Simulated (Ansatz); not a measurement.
**Rb3ClF2: complex band structure**

Aim: relax a made-up compound, Rb3ClF2, and see how good a tunnel barrier it would be. It is built by putting F for Br in the Rb3Br2Cl structure of space group I4/mmm, with the volume rescaled by atomic radii. The parent structure comes from the Materials Project.

Method: LDA DFT, plane waves, PAW files, in the first sound run; inputs show where later runs differ, in Ansatz 0.2.0.

The structure was built from a prototype and need not be the compound's stable phase.

### 1. The starting structure

The structure is tetragonal, space group I4/mmm (No. 139). Conventional cell: a = 4.570 Å, b = 4.570 Å, c = 19.344 Å, α = 90.00°, β = 90.00°, γ = 90.00°. Nearest to Rb lie 1 Cl at 3.17 Å and 5 F at 3.23 to 3.28 Å. Rb has 2 F at 3.23 Å and 4 Cl at 3.23 Å nearest. F has 6 Rb at 3.23 to 3.28 Å nearest. Cl has 6 Rb at 3.17 to 3.23 Å nearest. It derives from Rb3Br2Cl. F for Br in the Rb3Br2Cl structure of space group I4/mmm. Farther neighbours and most contacts between anions are not listed.

### 2. Relaxing the new crystal

The substituted atoms don't fit the parent's cell, so cell and atoms relax together. A small smearing keeps the run stable in case the gap closes on the way.

File input.yaml:

```yaml
crystal:
  lattice:
    - [-2.2848914504, 2.2848914504, 9.6718708743]
    - [2.2848914504, -2.2848914504, 9.6718708743]
    - [2.2848914504, 2.2848914504, -9.6718708743]
  atoms:
    - { symbol: Rb, position: [0.66363652, 0.66363652, 0.0] }
    - { symbol: Rb, position: [0.0, 0.0, 0.0] }
    - { symbol: Rb, position: [0.33636348, 0.33636348, 0.0] }
    - { symbol: F, position: [0.8330996, 0.8330996, 0.0] }
    - { symbol: F, position: [0.1669004, 0.1669004, 0.0] }
    - { symbol: Cl, position: [0.5, 0.5, 0.0] }
kpoints:
  mp_grid: { grid: [6, 6, 6] }
scf:
  occupations: { method: gaussian, width: 0.03 }
hamiltonian:
  xc: lda
output:
  forces: true
  stress: true
relax:
  f_tol: 0.02
  max_steps: 60
  cell: {}
```

Started as:

```sh
$ ansatz run input.yaml --threads 2 --pin off --max-ram 4096MiB --backend cpu --events-out ev --progress --plain --runs-dir out
```

Numbers of over 12 decimals in the logs are rounded to 6 here.

The log of the run:

```text
basis.fft_grid_basis auto: the FFT boxes are laid along the combinations [[1, 0, 1], [0, 1, 1], [0, 0, 1]] of the cell's own vectors, 4.570, 4.570 and 10.197 Å long. The dense box has 32×32×72 points. Along the cell's own vectors, as sized, it would have 72×72×72, 5.06 times as many. Of the 16 symmetry operations that the crystal satisfies within crystal.symmetry.tolerance (time reversal apart; of a slab, those that  [...]
Engine: ansatz 0.2.0, aarch64-unknown-linux-gnu
Pseudopotentials: kind: paw
Pseudopotential: Rb, paw, valence charge 9, recommended cutoff 420 eV (normal), Rb.paw.azcp
Pseudopotential: F, paw, valence charge 7, recommended cutoff 420 eV (normal), F.paw.azcp
Pseudopotential: Cl, paw, valence charge 7, recommended cutoff 420 eV (normal), Cl.paw.azcp
Functional definition: SPW92
  exchange = slater_x
  correlation = pw_c
Crystal: 6 atoms, lattice volume = 201.977 Å³
Basis set: ecut = 420 eV, 3977 PW (Γ), FFT grids on a1+a3, a2+a3, a3
Bands: 30, of which v1, the nominal top of the filled ones, is band 24 counted from 1 (23 counted from 0)
Symmetry: 16 space group operations
Space group: I4/mmm (ITA 139), of the structure as read, at distance tolerance 5.9e-5 Å
k-points: 30 of 216
Non-local potential: Rb, projectors of the file, l = 0: 3, l = 1: 2, l = 2: 2
Non-local potential: F, projectors of the file, l = 0: 2, l = 1: 2, l = 2: 1
Non-local potential: Cl, projectors of the file, l = 0: 2, l = 1: 2, l = 2: 2
PAW form: soft (Blöchl's): semilocal exchange-correlation on the pseudo side does not see the compensation charge
PAW frozen core: Rb, regenerated for the run's functional, and the local potential with it (the file was generated under x = pbe(κ = 0.804, μ = 0.219515), c = pbe(β = 0.066725))
PAW frozen core: F, regenerated for the run's functional, and the local potential with it (the file was generated under x = pbe(κ = 0.804, μ = 0.219515), c = pbe(β = 0.066725))
PAW frozen core: Cl, regenerated for the run's functional, and the local potential with it (the file was generated under x = pbe(κ = 0.804, μ = 0.219515), c = pbe(β = 0.066725))
PAW one-centre angular grid: Rb, 110 points (default); XC on 64 Gauss nodes
PAW one-centre angular grid: F, 110 points (default); XC on 64 Gauss nodes
PAW one-centre angular grid: Cl, 110 points (default); XC on 64 Gauss nodes
Initial density: superposition of atomic densities (neutral atoms: chi_scale 0, normalization atom), corrected by the library's trained network
Initial wavefunctions: pseudopotential atomic-orbital guess
Functional: x = slater, c = lda
SCF iter   1: F=—  HF=-12151.580728 eV  |F-HF|=—  |Δ(HF+E_count)|=         —  Δρ=1.10e-2  dr2=2.20e-1  ethr=1.77e-3  ⟨swp⟩=9.5  Hψ=4889  notcnv=0  defer=2
preconditioner: auto → Resta (q_TF=auto, 2.147 Å⁻¹)  ε∞=2.8  [insulator: Δε(μ)=3.576 eV  Ē_g=12.694 eV  σ=0.030 eV  W_gap=1.00  n_scr=42 (ndim 8)  ℏωp=16.9 eV  f_vac=0.191  D(μ)=0.00/eV (n_scr^D=0)  ε∞_Penn≈2.8]
SCF iter   2: F=—  HF=-12151.539731 eV  |F-HF|=—  |Δ(HF+E_count)|=   4.10e-2  Δρ=6.69e-3  dr2=4.46e-2  ethr=4.59e-4  ⟨swp⟩=2.1  Hψ=1904  notcnv=0  defer=41
SCF iter   3: F=—  HF=-12151.528902 eV  |F-HF|=—  |Δ(HF+E_count)|=   1.08e-2  Δρ=1.69e-3  dr2=5.71e-3  ethr=9.30e-5  ⟨swp⟩=2.1  Hψ=1617  notcnv=0  defer=45
SCF iter   4: F=—  HF=-12151.527033 eV  |F-HF|=—  |Δ(HF+E_count)|=   1.87e-3  Δρ=2.20e-4  dr2=3.30e-4  ethr=1.19e-5  ⟨swp⟩=2.6  Hψ=1175  notcnv=0  defer=45
SCF iter   5: F=—  HF=-12151.526956 eV  |F-HF|=—  |Δ(HF+E_count)|=   7.67e-5  Δρ=8.24e-5  dr2=2.56e-5  ethr=6.88e-7  ⟨swp⟩=2.2  Hψ=1667  notcnv=0  defer=43
SCF iter   6: F=—  HF=-12151.527135 eV  |F-HF|=—  |Δ(HF+E_count)|=   1.80e-4  Δρ=2.38e-5  dr2=1.43e-6  ethr=5.33e-8  ⟨swp⟩=2.0  Hψ=1262  notcnv=0  defer=43
SCF iter   7: F=-12151.527135 eV  HF=-12151.527135 eV  |F-HF|=1.47e-8  |Δ(HF+E_count)|=   4.04e-8  Δρ=3.95e-6  dr2=3.85e-8  ethr=2.08e-10  ⟨swp⟩=3.9  Hψ=3973  notcnv=0
SCF 1 converged in 7 iterations: F = -12151.527135 eV  dr2 = 3.85e-8
  greatest PAW one-centre occupation: 0.973 electrons in one spin orbital (limit 2), on the Rb atom at site 1 (counted from 0), in its partial waves of l = 0
relax step   1: F+E_penalty+E_count = -12151.52713544 eV  Δ(F+E_penalty+E_count) = +0.000e0 eV  max|allowed force component| = 4.493e-1 eV/Å  Δτ_max = 0.0000 Å  P = -3.719 GPa  Ω = 201.977 Å³  (7 SCF iters, dr2 threshold 1.00e-7 eV, accepted)
Crystal: 6 atoms, lattice volume = 176.596 Å³
Basis set: ecut = 420 eV, 3455 PW (Γ), FFT grids on a1+a3, a2+a3, a3
Initial density: handed on by an earlier stage of this run
Initial wavefunctions: those handed on with the density
iter 1 solved again at ethr=1.74e-3 eV; its pass at ethr=3.10e-3 eV (dr2=8.34e-1 eV) is discarded
SCF iter   1: F=—  HF=-12152.455464 eV  |F-HF|=—  |Δ(HF+E_count)|=         —  Δρ=2.02e-2  dr2=8.47e-1  ethr=1.74e-3  ⟨swp⟩=1.0  Hψ=5640  notcnv=0
preconditioner: auto → Resta (q_TF=auto, 2.196 Å⁻¹)  ε∞=3.0  [insulator: Δε(μ)=3.931 eV  Ē_g=12.952 eV  σ=0.030 eV  W_gap=1.00  n_scr=34 (ndim 8)  ℏωp=18.1 eV  f_vac=0.104  D(μ)=0.00/eV (n_scr^D=0)  ε∞_Penn≈3.0]
SCF iter   2: F=—  HF=-12152.227955 eV  |F-HF|=—  |Δ(HF+E_count)|=   2.28e-1  Δρ=1.17e-2  dr2=1.40e-1  ethr=1.74e-3  ⟨swp⟩=2.7  Hψ=1744  notcnv=0
SCF iter   3: F=—  HF=-12152.189185 eV  |F-HF|=—  |Δ(HF+E_count)|=   3.88e-2  Δρ=3.28e-3  dr2=2.65e-2  ethr=2.92e-4  ⟨swp⟩=2.6  Hψ=1953  notcnv=0  defer=39
SCF iter   4: F=—  HF=-12152.181498 eV  |F-HF|=—  |Δ(HF+E_count)|=   7.69e-3  Δρ=1.40e-3  dr2=5.70e-3  ethr=5.53e-5  ⟨swp⟩=2.3  Hψ=1252  notcnv=0  defer=39
SCF iter   5: F=—  HF=-12152.179513 eV  |F-HF|=—  |Δ(HF+E_count)|=   1.98e-3  Δρ=2.98e-4  dr2=3.25e-4  ethr=1.19e-5  ⟨swp⟩=2.1  Hψ=1382  notcnv=0  defer=39
SCF iter   6: F=—  HF=-12152.179583 eV  |F-HF|=—  |Δ(HF+E_count)|=   6.98e-5  Δρ=5.22e-5  dr2=1.02e-5  ethr=6.78e-7  ⟨swp⟩=2.5  Hψ=1406  notcnv=0  defer=39
SCF iter   7: F=-12152.179580 eV  HF=-12152.179580 eV  |F-HF|=2.96e-7  |Δ(HF+E_count)|=   2.82e-6  Δρ=1.26e-5  dr2=5.54e-7  ethr=1.25e-9  ⟨swp⟩=4.0  Hψ=4408  notcnv=0
SCF 2 converged in 7 iterations: F = -12152.179580 eV  dr2 = 5.54e-7
relax step   2: F+E_penalty+E_count = -12152.17958005 eV  Δ(F+E_penalty+E_count) = -6.524e-1 eV  max|allowed force component| = 2.681e-1 eV/Å  Δτ_max = 0.1950 Å  P = -2.889 GPa  Ω = 176.596 Å³  energy of the carried Pulay correction = +2.962e-2 eV  (7 SCF iters, dr2 threshold 6.00e-7 eV, accepted)
Crystal: 6 atoms, lattice volume = 155.985 Å³
Basis set: ecut = 420 eV, 3025 PW (Γ), FFT grids on a1+a3, a2+a3, a3
iter 1 solved again at ethr=1.11e-3 eV; its pass at ethr=3.10e-3 eV (dr2=5.34e-1 eV) is discarded
SCF iter   1: F=—  HF=-12152.685966 eV  |F-HF|=—  |Δ(HF+E_count)|=         —  Δρ=2.13e-2  dr2=5.36e-1  ethr=1.11e-3  ⟨swp⟩=1.0  Hψ=5169  notcnv=0
preconditioner: auto → Resta (q_TF=auto, 2.242 Å⁻¹)  ε∞=3.1  [insulator: Δε(μ)=4.537 eV  Ē_g=13.285 eV  σ=0.030 eV  W_gap=1.00  n_scr=34 (ndim 8)  ℏωp=19.3 eV  f_vac=0.073  D(μ)=0.00/eV (n_scr^D=0)  ε∞_Penn≈3.1]
SCF iter   2: F=—  HF=-12152.540224 eV  |F-HF|=—  |Δ(HF+E_count)|=   1.46e-1  Δρ=1.09e-2  dr2=8.19e-2  ethr=1.11e-3  ⟨swp⟩=2.3  Hψ=1722  notcnv=0
SCF iter   3: F=—  HF=-12152.516983 eV  |F-HF|=—  |Δ(HF+E_count)|=   2.32e-2  Δρ=3.84e-3  dr2=1.61e-2  ethr=1.71e-4  ⟨swp⟩=2.3  Hψ=1912  notcnv=0  defer=36
SCF iter   4: F=—  HF=-12152.511992 eV  |F-HF|=—  |Δ(HF+E_count)|=   4.99e-3  Δρ=1.48e-3  dr2=2.87e-3  ethr=3.36e-5  ⟨swp⟩=2.0  Hψ=1184  notcnv=0  defer=41
SCF iter   5: F=—  HF=-12152.510974 eV  |F-HF|=—  |Δ(HF+E_count)|=   1.02e-3  Δρ=2.81e-4  dr2=1.52e-4  ethr=5.98e-6  ⟨swp⟩=2.1  Hψ=1127  notcnv=0  defer=41
SCF iter   6: F=—  HF=-12152.511095 eV  |F-HF|=—  |Δ(HF+E_count)|=   1.21e-4  Δρ=3.29e-5  dr2=3.07e-6  ethr=3.16e-7  ⟨swp⟩=2.6  Hψ=1513  notcnv=0  defer=41
SCF iter   7: F=-12152.511095 eV  HF=-12152.511095 eV  |F-HF|=1.78e-8  |Δ(HF+E_count)|=   4.64e-7  Δρ=7.40e-6  dr2=1.05e-7  ethr=1.25e-9  ⟨swp⟩=5.0  Hψ=3699  notcnv=0
SCF 3 converged in 7 iterations: F = -12152.511095 eV  dr2 = 1.05e-7
  greatest PAW one-centre occupation: 0.974 electrons in one spin orbital (limit 2), on the Rb atom at site 1 (counted from 0), in its partial waves of l = 0
relax step   3: F+E_penalty+E_count = -12152.51109475 eV  Δ(F+E_penalty+E_count) = -3.315e-1 eV  max|allowed force component| = 1.133e-1 eV/Å  Δτ_max = 0.1254 Å  P = -0.599 GPa  Ω = 155.985 Å³  energy of the carried Pulay correction = +5.679e-2 eV  (7 SCF iters, dr2 threshold 6.00e-7 eV, accepted)
[...]
relax step   4: F+E_penalty+E_count = -12152.51888123 eV  Δ(F+E_penalty+E_count) = -7.786e-3 eV  max|allowed force component| = 1.629e-1 eV/Å  Δτ_max = 0.0586 Å  P = +0.471 GPa  Ω = 150.616 Å³  energy of the carried Pulay correction = +6.439e-2 eV  (6 SCF iters, dr2 threshold 6.00e-7 eV, accepted)
[...]
relax step   5: F+E_penalty+E_count = -12152.52608210 eV  Δ(F+E_penalty+E_count) = -7.201e-3 eV  max|allowed force component| = 1.877e-2 eV/Å  Δτ_max = 0.0286 Å  P = -0.007 GPa  Ω = 152.558 Å³  energy of the carried Pulay correction = +6.161e-2 eV  (6 SCF iters, dr2 threshold 6.00e-7 eV, accepted)
[...]
relax step   6: F+E_penalty+E_count = -12152.51042767 eV  Δ(F+E_penalty+E_count) = +1.565e-2 eV  max|allowed force component| = 1.896e-2 eV/Å  Δτ_max = 0.0000 Å  P = -0.236 GPa  Ω = 152.558 Å³  stress off target by 2.46e-1 GPa  SCF on the basis re-selected at this cell (its energy is not comparable with the rows above)  (6 SCF iters)
[...]
relax step   7: F+E_penalty+E_count = -12152.51314240 eV  Δ(F+E_penalty+E_count) = -2.715e-3 eV  max|allowed force component| = 1.341e-2 eV/Å  Δτ_max = 0.0070 Å  P = -0.039 GPa  Ω = 151.459 Å³  energy of the carried Pulay correction = +1.535e-3 eV  (5 SCF iters, dr2 threshold 1.52e-7 eV, accepted)
[...]
relax step   8: F+E_penalty+E_count = -12152.51146739 eV  Δ(F+E_penalty+E_count) = +1.675e-3 eV  max|allowed force component| = 1.340e-2 eV/Å  Δτ_max = 0.0000 Å  P = -0.054 GPa  Ω = 151.459 Å³  stress off target by 6.00e-2 GPa  SCF on the basis re-selected at this cell (its energy is not comparable with the rows above)  (5 SCF iters)
[...]
relax step   9: F+E_penalty+E_count = -12152.51212377 eV  Δ(F+E_penalty+E_count) = -6.564e-4 eV  max|allowed force component| = 1.293e-3 eV/Å  Δτ_max = 0.0061 Å  P = +0.000 GPa  Ω = 151.094 Å³  energy of the carried Pulay correction = +5.164e-4 eV  (6 SCF iters, dr2 threshold 9.01e-9 eV, accepted)
iter 1 solved again at ethr=6.32e-8 eV; its pass at ethr=3.10e-3 eV (dr2=3.03e-5 eV) is discarded
SCF iter   1: F=—  HF=-12152.511702 eV  |F-HF|=—  |Δ(HF+E_count)|=         —  Δρ=1.41e-5  dr2=4.83e-8  ethr=6.32e-8  ⟨swp⟩=4.3  Hψ=7980  notcnv=0
preconditioner: auto → Resta (q_TF=auto, 2.254 Å⁻¹)  ε∞=3.1  [insulator: Δε(μ)=4.746 eV  Ē_g=13.531 eV  σ=0.030 eV  W_gap=1.00  n_scr=34 (ndim 8)  ℏωp=19.6 eV  f_vac=0.080  D(μ)=0.00/eV (n_scr^D=0)  ε∞_Penn≈3.1]
SCF iter   2: F=—  HF=-12152.511698 eV  |F-HF|=—  |Δ(HF+E_count)|=   4.07e-6  Δρ=6.08e-6  dr2=2.01e-8  ethr=1.01e-10  ⟨swp⟩=2.2  Hψ=1557  notcnv=0
SCF iter   3: F=—  HF=-12152.511698 eV  |F-HF|=—  |Δ(HF+E_count)|=   2.25e-9  Δρ=3.18e-6  dr2=2.27e-9  ethr=4.19e-11  ⟨swp⟩=2.0  Hψ=1365  notcnv=0
SCF iter   4: F=—  HF=-12152.511698 eV  |F-HF|=—  |Δ(HF+E_count)|=  2.04e-10  Δρ=1.62e-7  dr2=8.44e-11  ethr=4.72e-12  ⟨swp⟩=2.0  Hψ=1496  notcnv=0
SCF iter   5: F=-12152.511698 eV  HF=-12152.511698 eV  |F-HF|=1.64e-11  |Δ(HF+E_count)|=  1.82e-11  Δρ=8.94e-8  dr2=1.75e-11  ethr=1.00e-12  ⟨swp⟩=4.8  Hψ=3198  notcnv=0
SCF 10 converged in 5 iterations: F = -12152.511698 eV  dr2 = 1.75e-11
relax step  10: F+E_penalty+E_count = -12152.51169782 eV  Δ(F+E_penalty+E_count) = +4.259e-4 eV  max|allowed force component| = 1.284e-3 eV/Å  Δτ_max = 0.0000 Å  P = -0.002 GPa  Ω = 151.094 Å³  stress off target by 2.68e-3 GPa  SCF on the basis re-selected at this cell (its energy is not comparable with the rows above)  (5 SCF iters)
basis re-selected at this cell: Δ(F+E_penalty+E_count) = +4.259e-4 eV, ΔP = -0.003 GPa vs the last step (what re-selecting the basis moved, of the pressure what is left beyond the Pulay correction that the steps carried, after the strain that the cell walked since its last selection, with what the two solves' SCF thresholds leave and, on support functions, any second-order correction that the steps lacked; it is no m [...]
SCF converged after 5 iterations
Free energy (F): -12152.511698 eV
Harris-Foulkes:  -12152.511698 eV  (|F-HF|=1.64e-11)
Internal energy: -12152.511698 eV  (E = F + TS)
E sigma→0 (E₀):  -12152.511698 eV
Fermi energy:    4.416252 eV
--- Per-component energies (eV) ---
  E_band       = -293.020122
  E_kinetic    = 1155.088293
  E_local      = -3051.773059  (includes V_loc(G=0)·N_el)
  E_nonlocal   = 714.085072
  E_hartree    = 939.052750
  E_xc         = -652.876037
  E_vxc        = -737.464897  (∫ρ·V_xc dr)
  E_paw        = -8570.451126  (= ΣΔE_a)
  E_vpaw       = -251.065038  (= ΣTr[D̂ρ^β])
  E_aug_tail   = 0.004109  (compensation charges beyond the density's cutoff)
  E_ewald      = -2686.872472
  E_core_change = 1.230773  (= ΣΔE_core)
  E_smearing   = -0.000000  (= −TS)
  E_closure    = -0.000000  (closes the sum)
  Σ components = -12152.511698   (vs F -12152.511698, Δ=0.00e0)
--- Forces (eV/Å), atoms counted from 1 ---
  atom   1  Rb    -0.00000000     0.00000000    -0.00065636
  atom   2  Rb     0.00000000     0.00000000    -0.00000000
  atom   3  Rb     0.00000000     0.00000000     0.00065636
  atom   4  F     -0.00000000    -0.00000000     0.00128425
  atom   5  F      0.00000000    -0.00000000    -0.00128425
  atom   6  Cl    -0.00000000     0.00000000     0.00000000
  max |Σ_I F_I| component: 2.17e-19 eV/Å
--- Stress (GPa, compression-positive) ---
       -0.001842      -0.000000       0.000000
       -0.000000      -0.001842       0.000000
        0.000000       0.000000      -0.002679
  P = ⅓ Tr σ = -0.0021 GPa (-0.021 kbar)
--- Relaxed structure (7 steps of the walk, 7 accepted, 3 SCFs on fresh bases) ---
  F+E_penalty+E_count = -12152.51169782 eV   max|allowed force component| = 1.284e-3 eV/Å   (the final SCF, on the basis selected at the relaxed cell)
  cell:  # Å, volume = 151.0936 Å³
    - [-2.093977, 2.093977, 8.614740]
    - [2.093977, -2.093977, 8.614740]
    - [2.093977, 2.093977, -8.614740]
  atoms:
    - { symbol: Rb, position: [0.677614, 0.677614, 0] }
    - { symbol: Rb, position: [1.2704496142677995e-19, 1.2704496142677985e-19, 0] }
    - { symbol: Rb, position: [0.322386, 0.322386, 0] }
    - { symbol: F, position: [0.831212, 0.831212, 0] }
    - { symbol: F, position: [0.168788, 0.168788, 0] }
    - { symbol: Cl, position: [0.500000, 0.500000, 0] }
```

The job ended after 61 s (2 threads of Arm Neoverse N1, shared host; peak memory 0.48 GiB).

Relaxation path:

| step | energy less that of the first step (eV) | largest force component (eV/Å) | pressure (GPa) | volume (Å³) |
| --- | --- | --- | --- | --- |
| 1 | 0.0000 | 0.4493 | -3.72 | 201.98 |
| 2 | -0.6524 | 0.2681 | -2.89 | 176.60 |
| 3 | -0.9840 | 0.1133 | -0.60 | 155.98 |
| 4 | -0.9917 | 0.1629 | 0.47 | 150.62 |
| 5 | -0.9989 | 0.0188 | -0.01 | 152.56 |
| 6* | -0.9833 | 0.0190 | -0.24 | 152.56 |
| 7 | -0.9860 | 0.0134 | -0.04 | 151.46 |
| 8* | -0.9843 | 0.0134 | -0.05 | 151.46 |
| 9 | -0.9850 | 0.0013 | 0.00 | 151.09 |
| 10* | -0.9846 | 0.0013 | 0.00 | 151.09 |

Relaxation steps marked * repeat the geometry before them on a plane-wave basis chosen anew for their cell, so energy and pressure can jump there.

Forces are held to the 16 operations that the run works with; a distortion that breaks them can't arise in this run.

| conventional cell, symmetrised | before | after | change |
| --- | --- | --- | --- |
| a (Å) | 4.570 | 4.188 | -8.4 % |
| b (Å) | 4.570 | 4.188 | -8.4 % |
| c (Å) | 19.344 | 17.229 | -10.9 % |
| volume (Å³/atom) | 33.66 | 25.18 | -25.2 % |

The atoms that moved most (Å, as changes of fractional coordinates times the final cell):

| atom | dx | dy | dz | length |
| --- | --- | --- | --- | --- |
| Rb3 | 0.000 | 0.000 | -0.241 | 0.241 |
| Rb1 | 0.000 | 0.000 | 0.241 | 0.241 |
| F4 | 0.000 | 0.000 | -0.033 | 0.033 |
| F5 | 0.000 | 0.000 | 0.033 | 0.033 |

The relaxed structure:

```xyz
6
Lattice="-2.0940 2.0940 8.6147 2.0940 -2.0940 8.6147 2.0940 2.0940 -8.6147" Properties=species:S:1:pos:R:3 pbc="T T T"
Rb    0.0000    0.0000   11.6749
Rb    0.0000    0.0000    0.0000
Rb    0.0000    0.0000    5.5545
F     0.0000    0.0000   14.3213
F     0.0000    0.0000    2.9081
Cl    0.0000    0.0000    8.6147
```

Numbers from this step:

```yaml
free_energy: -12152.5117 eV
fermi_energy: 4.416 eV
pressure: -0.002121 GPa
```

The largest force component on a free atom ends at 0.0013 eV/Å.

### 3. Band edges

The energy window and the wavevectors of the next steps follow from the band edges, so these are searched first, off the mesh as well.

File input.yaml:

```yaml
crystal:
  lattice:
    - [-2.0939770347, 2.0939770347, 8.6147399176]
    - [2.0939770347, -2.0939770347, 8.6147399176]
    - [2.0939770347, 2.0939770347, -8.6147399176]
  atoms:
    - { symbol: Rb, position: [0.6776140499, 0.6776140499, 0.0] }
    - { symbol: Rb, position: [0.0, 0.0, 0.0] }
    - { symbol: Rb, position: [0.3223859501, 0.3223859501, 0.0] }
    - { symbol: F, position: [0.8312116255, 0.8312116255, 0.0] }
    - { symbol: F, position: [0.1687883745, 0.1687883745, 0.0] }
    - { symbol: Cl, position: [0.5, 0.5, 0.0] }
kpoints:
  mp_grid: { grid: [8, 8, 8] }
  band_path: { path: [VBM, CBM], npoints: 30 }
scf:
  occupations: { method: fixed }
hamiltonian:
  xc: lda
output:
  eigenvalues: true
  write_potential: true
  write_density: true
  volumetric_format: npy
```

The log of the run:

```text
[...]
Crystal: 6 atoms, lattice volume = 151.094 Å³
Basis set: ecut = 420 eV, 2913 PW (Γ), FFT grids on a1−a2, a2, a1+a3
Bands: 30, of which v1, the nominal top of the filled ones, is band 24 counted from 1 (23 counted from 0)
Symmetry: 16 space group operations
[...]
k-points: 59 of 512
[...]
SCF iter   1: F=—  HF=-12152.558871 eV  |F-HF|=—  |Δ(HF+E_count)|=         —  Δρ=1.22e-2  dr2=1.80e-1  ethr=1.77e-3  ⟨swp⟩=5.0  Hψ=6994  notcnv=0  defer=202
[...]
SCF iter   7: F=-12152.511715 eV  HF=-12152.511715 eV  |F-HF|=6.32e-9  |Δ(HF+E_count)|=   7.35e-8  Δρ=2.20e-6  dr2=1.48e-8  ethr=2.08e-10  ⟨swp⟩=10.7  Hψ=8369  notcnv=0
SCF 1 converged in 7 iterations: F = -12152.511715 eV  dr2 = 1.48e-8
[...]
NSCF: frozen V_eff on 30 k-points
[...]
SCF converged after 7 iterations
Free energy (F): -12152.511715 eV
[...]
Internal energy: -12152.511715 eV  (E = F + TS)
E sigma→0 (E₀):  -12152.511715 eV
Fermi energy:    2.043281 eV
[...]
--- Band table (eV; the first three rows and the last of 59) ---
  k-point 0: bands = [... 20 lower, 1.4802, 1.7430, 2.0433, 2.0433, 6.7892, 8.1613, 8.6920, 9.3549, ... 2 higher]
  k-point 1: bands = [... 20 lower, 1.4686, 1.5674, 1.7345, 2.0024, 7.3188, 8.7183, 9.0408, 9.5795, ... 2 higher]
  k-point 2: bands = [... 20 lower, 1.4021, 1.4561, 1.7264, 1.9575, 8.4693, 9.0760, 9.7082, 9.8491, ... 2 higher]
  k-point 58: bands = [... 20 lower, 1.4884, 1.7010, 2.0404, 2.0404, 7.4462, 7.9610, 8.0249, 9.2191, ... 2 higher]
```

Run time: 23 s. Hardware: 2 threads; peak memory 0.48 GiB.

This step gave:

| Quantity | Value |
| --- | --- |
| Fermi energy | 2.043 eV |
| gap on the k-mesh | 4.746 eV |
| gap on path | 4.746 eV, by band count; negative where bands overlap |
| direct gap on path | 4.746 eV |
| edge places on path | 0, 0 1/A along the path |

Levels at VBM (eV): -7.97, -7.81, -7.81, -7.75, -7.61, -7.61, -7.45, -7.45, -7.38, -0.90, -0.70, -0.62, -0.62, -0.56, -0.56, -0.30, 0.00, 0.00, 4.75, 6.12, 6.65, 7.31, 7.56.

The searched edges give 4.75 eV, as on the mesh.

(Continued in part 2 of 2.)

[Logs are printed without paths, hosts, clocks, repeated set-up lines and the standing remarks that a program may print on its own settings, such as how far it seeks lower states.]

[Hosts, paths, dates, database ids (printed as entryN), source tags and the programs' standing remarks are cut or masked in the printed files.]
